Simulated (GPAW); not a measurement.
Consider Al2Cu (I4/mmm).

```xyz
3
Lattice="-2.0303 2.0303 2.8511 2.0303 -2.0303 2.8511 2.0303 2.0303 -2.8511" Properties=species:S:1:pos:R:3 pbc="T T T"
Cu    0.0000    0.0000    2.8511
Al    2.0303    0.0000    1.4255
Al    0.0000    2.0303    1.4255
```

Absorber: atom 1, with 8 Al at 2.48 Å (cubic, site symmetry 4/mmm). Method: GPAW, LDA, excited-electron core hole (neutral cell), 12-atom cell with 5.7 Å between holes, 5×5×5 k points, dipole transitions, Gaussian full width 1.55 eV up to 4 eV, rising linearly to 3.5 eV at 25 eV.

Where do the maxima of the Cu K edge fall?

Main maxima up to 29 eV above the zero (height): 0.8 eV (0.55), 9.4 eV (1.19), 17.8 eV (1.49) and 26.6 eV (1.99). A K edge sees empty p states on the absorber. The total-energy difference is 8992.32 eV. One term is added: -29.79 eV, since the hole is spin-paired here and a spin-polarised one costs that much less in the free atom (computed apart). The photon energy is then 8962.52 eV. The tabulated edge of the element is 8979 eV. The functional leaves an error in such absolute values: in the free atom LDA prices this hole 18.3 eV below PBE (computed apart), and PBE is itself good to a few eV.

The Cu K spectrum (energy from the lowest empty level; intensity scaled to a mean of 1 over the first 20 eV; polarised curves are means over the symmetry-equivalent atoms):

| E (eV) | isotropic | ε ⊥ c | ε ∥ c |
| --- | --- | --- | --- |
| -2.0 | 0.00 | 0.00 | 0.00 |
| -1.0 | 0.04 | 0.03 | 0.05 |
| 0.0 | 0.32 | 0.29 | 0.38 |
| 1.0 | 0.55 | 0.53 | 0.58 |
| 2.0 | 0.44 | 0.44 | 0.45 |
| 3.0 | 0.47 | 0.48 | 0.45 |
| 4.0 | 0.63 | 0.64 | 0.62 |
| 5.0 | 0.73 | 0.74 | 0.72 |
| 6.0 | 0.84 | 0.84 | 0.86 |
| 7.0 | 0.96 | 0.97 | 0.93 |
| 8.0 | 1.08 | 1.07 | 1.09 |
| 9.0 | 1.18 | 1.18 | 1.20 |
| 10.0 | 1.16 | 1.17 | 1.15 |
| 11.0 | 1.08 | 1.06 | 1.10 |
| 12.0 | 1.02 | 1.02 | 1.02 |
| 13.0 | 1.01 | 1.02 | 1.00 |
| 14.0 | 1.06 | 1.05 | 1.07 |
| 15.0 | 1.17 | 1.16 | 1.18 |
| 16.0 | 1.32 | 1.32 | 1.32 |
| 17.0 | 1.45 | 1.46 | 1.44 |
| 18.0 | 1.49 | 1.48 | 1.50 |
| 19.0 | 1.44 | 1.44 | 1.45 |
| 20.0 | 1.39 | 1.40 | 1.38 |
| 21.0 | 1.43 | 1.44 | 1.40 |
| 22.0 | 1.49 | 1.49 | 1.48 |
| 23.0 | 1.51 | 1.51 | 1.51 |
| 24.0 | 1.58 | 1.58 | 1.57 |
| 25.0 | 1.75 | 1.76 | 1.74 |
| 26.0 | 1.94 | 1.94 | 1.94 |
| 27.0 | 1.97 | 1.97 | 1.99 |
| 28.0 | 1.80 | 1.79 | 1.81 |
| 29.0 | 1.51 | 1.50 | 1.52 |
| 30.0 | 1.22 | 1.21 | 1.24 |

The script folds with a Gaussian, whereas the core hole's own line is a Lorentzian, so the onset is too steep and the first peak too high. The holes are only 5.7 Å apart, so the shape is probably not converged with cell size; no larger cell was run here. Lifetime broadening is put in by hand, and intensities beyond about 20 eV depend on it and on the partial waves. The structure is a computed Materials Project entry and may be a hypothetical form.

[Banner, clock and machine lines of the logs are left out without a mark of their own.]

[Logs are printed without paths, hosts, clocks, repeated set-up lines and the standing remarks that a program may print on its own settings, such as how far it seeks lower states.]

[Hosts, paths, dates, database ids (printed as entryN), source tags and the programs' standing remarks are cut or masked in the printed files.]

[Lists of maxima count a maximum above −3 eV only where it reaches 4 % of the highest in the window and stands out from its surroundings by 2 % of it (1.5 % where it reaches 55 %); shoulders and weaker maxima are passed over, and of the rest the first, up to two pre-edge ones and the few strongest are named.]
